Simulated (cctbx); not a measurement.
**Solving a structure by charge flipping**

Cell a = 9.3590 Å, b = 9.3590 Å, c = 5.2980 Å, α = 90.00°, β = 90.00°, γ = 90.00°; space group I4/mmm (no. 139); content Ho2 Cd8 Al16.

The data are simulated with cctbx, not measured: synchrotron X-rays, λ = 0.6889 Å, to d = 0.7 Å, 70 % of the full sphere, strongest reflection 40000 counts, noise from counting, a 4 % proportional error and a noise floor of 2 counts (s.d.); no absorption.

Charge flipping in P1 on plain amplitudes to 0.9 Å, δ = 0.9 σ, 30 % of the reflections treated as weak, 300 cycles:

```text
cycle      R  skewness
    0  0.528     0.39
   25  0.367     2.31
   50  0.359     2.77
   75  0.355     3.43
  100  0.348     3.62
  125  0.339     3.54
  150  0.334     4.17
  175  0.315     4.14
  200  0.314     4.12
  225  0.336     4.16
  250  0.322     4.00
  275  0.324     3.99
origin shift          correlation  skewness
 0.216  0.012  0.387      0.901      3.69
 0.216  0.512  0.387      0.898      2.97
 0.466  0.263  0.387      0.898      2.72
 0.216  0.512  0.137      0.899      2.79
taken: symmetry correlation 0.901, skewness 3.69
peak      x       y       z  mult  height/sigma
Q1    0.0000  0.0000  0.0000    2     14.2
Q2    0.2500  0.2500  0.2500    8      9.6
Q3    0.0000  0.5000  0.0000    4      9.3
Q4    0.0000  0.3199  0.0000    8      2.7
Q5    0.0000  0.2112  0.5000    8      2.6
Q6    0.0000  0.5000  0.2500    4      2.4
Q7    0.0000  0.0000  0.3351    4      2.4
Q8    0.0541  0.1464  0.0000   16      1.8
Q9    0.1611  0.1611  0.1614   16      1.7
```

The origin is taken among those within 0.04 of the best correlation, by the skewness of the map.

Run time: 0.39 s on 1 thread of Arm Neoverse V2 (shared host), peak memory 0.07 GiB.

**Question.** Which peaks are atoms, and which elements?

Heights go roughly as Z and multiplicities must add up to the content. First model: Q1 = Ho1 (2 in the cell, height 14.2), Q2 = Cd1 (8 in the cell, height 9.6), Q4 = Al1 (8 in the cell, height 2.7) and Q5 = Al2 (8 in the cell, height 2.6). Against the true structure, Q1 is Ho, Q2 is Cd, Q4 is Al and Q5 is Al; the other peaks are not atoms.

Least squares on F², isotropic:

```text
Rint 0.034, 234 unique reflections to 0.70 A
cycle     R1     wR2    GooF  max shift (A)
   1  0.2012  0.4880  25.510   0.15896
   2  0.0098  0.0256   1.338   0.00002
final R1 0.0097 wR2 0.0256 GooF 1.338  parameters 6  data/parameter 39.0
atom        x        y        z      Ueq    occ   su(xyz)  su(Uiso or U11)
Ho1    0.00000  0.00000  0.00000   0.0032  1.000  0.00000  0.0001
Cd1    0.25000  0.25000  0.25000   0.0039  1.000  0.00000  0.0001
Al1    0.00000  0.33688  0.00000   0.0039  1.000  0.00009  0.0002
Al2    0.00000  0.22643  0.50000   0.0038  1.000  0.00010  0.0002
difference map: max 0.79 min -0.93 rms 0.14
Q1    0.0000  0.2664  0.0000    8    0.80  0.66 A from Al1
Q2    0.2183  0.2817  0.2500   16    0.64  0.42 A from Cd1
Q3    0.0000  0.3744  0.0000    8    0.57  0.35 A from Al1
Q4    0.0000  0.2440  0.2321   16    0.47  1.43 A from Al2
Q5    0.0000  0.5000  0.2500    4    0.47  2.02 A from Al1
```

Anisotropic refinement:

```text
Rint 0.034, 234 unique reflections to 0.70 A
cycle     R1     wR2    GooF  max shift (A)
   1  0.0097  0.0256   1.363   0.00021
   2  0.0082  0.0182   0.969   0.00000
final R1 0.0082 wR2 0.0182 GooF 0.969  parameters 14  data/parameter 16.7
atom        x        y        z      Ueq    occ   su(xyz)  su(Uiso or U11)
Ho1    0.00000  0.00000  0.00000   0.0031  1.000  0.00000  0.0001
Cd1    0.25000  0.25000  0.25000   0.0039  1.000  0.00000  0.0001
Al1    0.00000  0.33690  0.00000   0.0039  1.000  0.00006  0.0003
Al2    0.00000  0.22642  0.50000   0.0037  1.000  0.00007  0.0003
difference map: max 0.62 min -0.63 rms 0.12
Q1    0.0000  0.2507  0.0000    8    0.65  0.81 A from Al1
Q2    0.0000  0.2430  0.2374   16    0.45  1.40 A from Al2
Q3    0.0000  0.5000  0.2500    4    0.45  2.02 A from Al1
Q4    0.1808  0.2538  0.5000   16    0.44  1.47 A from Cd1
Q5    0.0000  0.0000  0.5000    2    0.43  2.12 A from Al2
Q6    0.0000  0.4230  0.3416   16    0.40  1.89 A from Al1
```

**Reading.** The refinement ends at R1 = 0.0082, wR2 = 0.0182, GooF = 0.97, with difference density between -0.63 and 0.62 e/Å³. Every site matches the true model in element, within 0.001 Å r.m.s., up to an allowed shift of origin.

True model:

```csv
atom,mult.,x,y,z,Ueq (Å²)
Ho1,2,0,0,0,0.0032
Cd1,8,1/4,3/4,1/4,0.0039
Al1,8,0.7265,1/2,0,0.0038
Al2,8,0.1631,1/2,1/2,0.0040
```

The model is made up (kin elements in a known structure type, no relaxation), so it says nothing on whether the phase exists.

[Middle refinement cycles are left out of these outputs.]

[Logs are printed without paths, hosts, clocks, repeated set-up lines and the standing remarks that a program may print on its own settings, such as how far it seeks lower states.]
